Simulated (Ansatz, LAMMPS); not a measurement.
# Amorphous 92HfO2-8La2O3 (mol %) (79 atoms), relaxed: mesh and functional compared

Which bonds does the relaxation leave, and how do the Kohn-Sham gap, forces and pressure change with k-mesh and functional?

Calculated with Ansatz 0.2.0: Kohn-Sham DFT, PBE, PAW (set soft_2), plane waves; cutoff 420 eV, Γ point, fermi-dirac smearing of 0.025 eV.

**The cell**

Density at the start: 8.03 g/cm³. The cell holds 79 atoms: 23 Hf, 4 La and 52 O. Its edges and angles: a = 10.433 Å, b = 10.433 Å, c = 10.433 Å, α = 90.0°, β = 90.0°, γ = 90.0°. 79 atoms (23 Zr, 4 Nd, 52 O) placed at random at 5.13 g/cm³, melted at 5000 K for 10 ps at fixed volume with the Morse and Coulomb pair potential with partial charges (Pedone, Malavasi, Menziani, Cormack and Segre, J. Phys. Chem. B 110, 11780 (2006)). Quenched from 5000 K to 300 K at 50 K/ps and fixed volume, held 5 ps, then minimised at fixed cell. Then Zr was replaced by Hf, Nd was replaced by La (the potential has no terms for the new elements, so the cell is a start for a DFT relaxation).

Cell and atoms were relaxed with PBE. The walk converged after 20 steps by the program's count, with a largest force component of 0.00603 eV/Å; it began at an r.m.s. force component of 0.39 eV/Å. The edges went from 10.433, 10.433, 10.433 to 10.130, 10.268, 10.056 Å, and the volume from 14.375 to 13.227 Å³ an atom (-8.0 %).

The input of the reference single point:

```yaml
crystal:
  lattice:
    - [10.12723, 0.17004, 0.15289]
    - [0.17004, 10.2665, -0.03013]
    - [0.15289, -0.03013, 10.05524]
  atoms:
    - { symbol: Hf, position: [0.9354, 0.76798, 0.41936] }
    - { symbol: Hf, position: [0.81297, 0.72479, 0.84343] }
    - { symbol: Hf, position: [0.65706, 0.84459, 0.58145] }
    - { symbol: Hf, position: [0.91101, 0.99851, 0.98308] }
    [... 73 atom lines left out ...]
    - { symbol: O, position: [0.08174, 0.74485, 0.57795] }
    - { symbol: O, position: [0.44531, 0.27461, 0.58277] }
kpoints:
  mp_grid: { grid: [1, 1, 1] }
hamiltonian:
  xc: pbe
scf:
  occupations: { method: fermi_dirac, width: 0.025 }
output:
  forces: true
  stress: true
  populations: true
  dos:
    method: { smearing: { sigma: 0.08 } }
    de: 0.05
    projected: { site_lists: { Hf: [Hf], La: [La], O: [O] } }
  eigenvalues: true
  write_density: true
  write_potential: true
  volumetric_format: npy
```

**Bonds after relaxation**

Bonds by pair of elements; cutoffs follow the first minimum of g(r), held within bounds set by covalent radii, and pairs that aren't listed don't count as bonded:

```
pair A-B  cutoff (Å)  bonds  mean length (Å)  spread (Å)  shortest (Å)  B about A  A about B
    O-Hf        2.82    146             2.15       0.148          1.95       2.81       6.35
    O-La        3.19     32             2.63        0.25          2.35      0.615          8
```

The cutoff for O-La falls short of the minimum of g(r), so counts run low and odd coordinations can be artefacts.

How many atoms have how many bonded neighbours:

```
element  mean  2   3   4  5   6  7  8  9
     Hf  6.35  0   0   0  0  15  8  0  0
     La     8  0   0   0  0   0  1  2  1
      O  3.42  2  27  22  1   0  0  0  0
```

**Levels of theory**

Single points at the relaxed geometry:

| functional | k-mesh | Kohn-Sham gap (eV) | pressure (GPa) | r.m.s. force component (eV/Å) | SCF cycles | time |
| --- | --- | --- | --- | --- | --- | --- |
| PBE | 1×1×1 | 3.664 | -0.01 | 0.002 | 11 | 31 s |
| PBE | 2×2×2 | 3.587 | 0.02 | 0.020 | 11 | 4.4 min |
| HSE06 | 1×1×1 | 5.229 | -4.52 | 0.105 | 24 | 8.3 min |
| r2SCAN | 1×1×1 | 4.123 | -4.46 | 0.085 | 11 | 53 s |
| PBEsol | 1×1×1 | 3.600 | -6.11 | 0.072 | 12 | 29 s |

The gap is that between the highest filled and lowest empty Kohn-Sham level on the run's k-points. Cutoffs: 420 eV for PBE, HSE06 and PBEsol; 500 eV for r2SCAN. Times come from shared hosts and are rough.

**Findings**

By these cutoffs 65 % of Hf atoms have 6, 50 % of La atoms have 8 and 52 % of O atoms have 3 neighbours. The Kohn-Sham gap is 3.66 eV with PBE on the 1×1×1 mesh and 3.59 eV on 2×2×2. On the 1×1×1 mesh HSE06 changes the gap by +1.57 eV against PBE. Carrying that shift over to the 2×2×2 mesh gives 3.59 + 1.57 = 5.15 eV, an estimate that takes the shift to be alike at all k-points. On the reference's mesh the gap changes with r2SCAN by +0.46 eV and PBEsol by -0.06 eV. Against the reference the pressure changes with HSE06 by -4.5 GPa, r2SCAN by -4.4 GPa and PBEsol by -6.1 GPa; a negative change means a smaller volume than PBE would take. The denser mesh moves the energy by -1.5 meV/atom and the pressure by +0.03 GPa.

Limits: All single points share the geometry relaxed with PBE. The volume changed by -8.0 % on relaxing; in so small a cell, on this mesh and at this cutoff, the relaxed density is rough. One sample; tail or defect levels can set the gap of a disordered cell. The quench rate of 50 K/ps is many orders above laboratory rates, so the cell is likely richer in defects and strain than a real sample. The network of bonds at the start is that of the classical potential that made the cell, and needn't be the one that DFT or experiment would give. Spin–orbit coupling is left out, which matters for the levels of the heavy elements. In some runs the program notes that it cut back its work space to fit the memory limit, the exchange threshold is loose for the stress and the SCF threshold is loose for the stress.

[Logs are printed without paths, hosts, clocks, repeated set-up lines and the standing remarks that a program may print on its own settings, such as how far it seeks lower states.]

[Hosts, paths, dates, database ids (printed as entryN), source tags and the programs' standing remarks are cut or masked in the printed files.]
